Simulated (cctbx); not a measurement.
**A disordered crystal of nominal Fe4Bi**

Cell a = 4.1010 Å, b = 5.8430 Å, c = 12.4960 Å, α = 90.00°, β = 90.00°, γ = 90.00°; space group Imma (no. 74); nominal formula Fe4Bi.

Simulated single-crystal data (cctbx): Cu Kα, λ = 1.54184 Å, to d = 0.8 Å, 70 % of the full sphere, strongest reflection 40000 counts, noise from counting, a 3 % proportional error and a noise floor of 15 counts (s.d.); no absorption.

With every site full:

```text
Rint 0.026, 193 unique reflections to 0.80 A
cycle     R1     wR2    GooF  max shift (A)
   1  0.1451  0.3531  16.433   0.00655
   2  0.0411  0.0995   4.630   0.00005
final R1 0.0411 wR2 0.0995 GooF 4.630  parameters 18  data/parameter 10.7
atom        x        y        z      Ueq    occ   su(xyz)  su(Uiso or U11)
Bi1    0.50000  0.25000  0.61641   0.0031  1.000  0.00008  0.0006
Fe2    0.00000  0.54383  0.69787   0.0017  1.000  0.00056  0.0016
Fe3    0.00000  0.75000  0.88388   0.0051  1.000  0.00036  0.0022
Fe4    0.50000  0.00000  0.00000  -0.0126  1.000  0.00000  0.0016  NPD
difference map: max 9.47 min -1.30 rms 0.98
Q1    0.0000  0.0000  0.5000    4    9.47  0.00 A from Fe4
Q2    0.0000  0.2500  0.1076    4    4.68  0.11 A from Fe3
Q3    0.0000  0.2500  0.8941    4    4.57  0.13 A from Bi1
Q4    0.0000  0.0104  0.2882    8    3.82  0.26 A from Fe2
Q5    0.1163  0.2500  0.4577    8    0.97  1.62 A from Fe4
Q6    0.0000  0.9977  0.1121    8    0.90  1.45 A from Bi1
```

With the occupancies of the suspect sites free, each still typed as its main element:

```text
Rint 0.026, 193 unique reflections to 0.80 A
cycle     R1     wR2    GooF  max shift (A)
   1  0.1037  0.2565  12.005   0.00262
  17  0.0108  0.0227   1.061   0.00002
final R1 0.0108 wR2 0.0226 GooF 1.059  parameters 20  data/parameter 9.7
atom        x        y        z      Ueq    occ   su(xyz)  su(Uiso or U11)
Bi1    0.50000  0.25000  0.61633   0.0045  0.924  0.00002  0.0001
Fe2    0.00000  0.54327  0.69821   0.0071  1.000  0.00013  0.0004
Fe3    0.00000  0.75000  0.88446   0.0092  1.000  0.00008  0.0005
Fe4    0.50000  0.00000  0.00000   0.0021  1.233  0.00000  0.0005
su of occupancy Bi1: 0.003
su of occupancy Fe4: 0.006
difference map: max 0.64 min -0.53 rms 0.19
Q1    0.0000  0.0614  0.8773    8    0.65  1.10 A from Bi1
Q2    0.1423  0.2500  0.4442    8    0.60  1.65 A from Fe3
Q3    0.0000  0.2500  0.2819    4    0.58  1.23 A from Fe2
Q4    0.0000  0.9923  0.3438    8    0.57  0.60 A from Fe2
Q5    0.0000  0.1420  0.7357    8    0.56  1.18 A from Fe2
Q6    0.0000  0.2500  0.5489    4    0.56  1.58 A from Fe4
```

**Question.** What is the disorder?

X-rays count electrons. Bi1 refines to 0.924(0.003), or 76.7 electrons; the site truly holds 0.9 Bi and 0.1 Fe, 77.3 electrons, which is 0.931 of Bi; Fe4 refines to 1.233(0.006), or 32.1 electrons; the site truly holds 0.9 Fe and 0.1 Bi, 31.7 electrons, which is 1.219 of Fe. A value under 1 can't tell vacancies from a lighter guest, and one over 1 needs a heavier guest; chemistry or a second radiation must settle which. Occupancy correlates with U and the scale, and the two elements' form factors differ in shape, so the match is approximate.

Freeing them takes R1 from 0.0411 to 0.0108 and GooF from 4.63 to 1.06.

The model was made for the exercise: a known structure type with other elements put in, its volume estimated, not relaxed; displacement parameters are assumed.

[Middle refinement cycles are left out of these outputs.]

[Logs are printed without paths, hosts, clocks, repeated set-up lines and the standing remarks that a program may print on its own settings, such as how far it seeks lower states.]
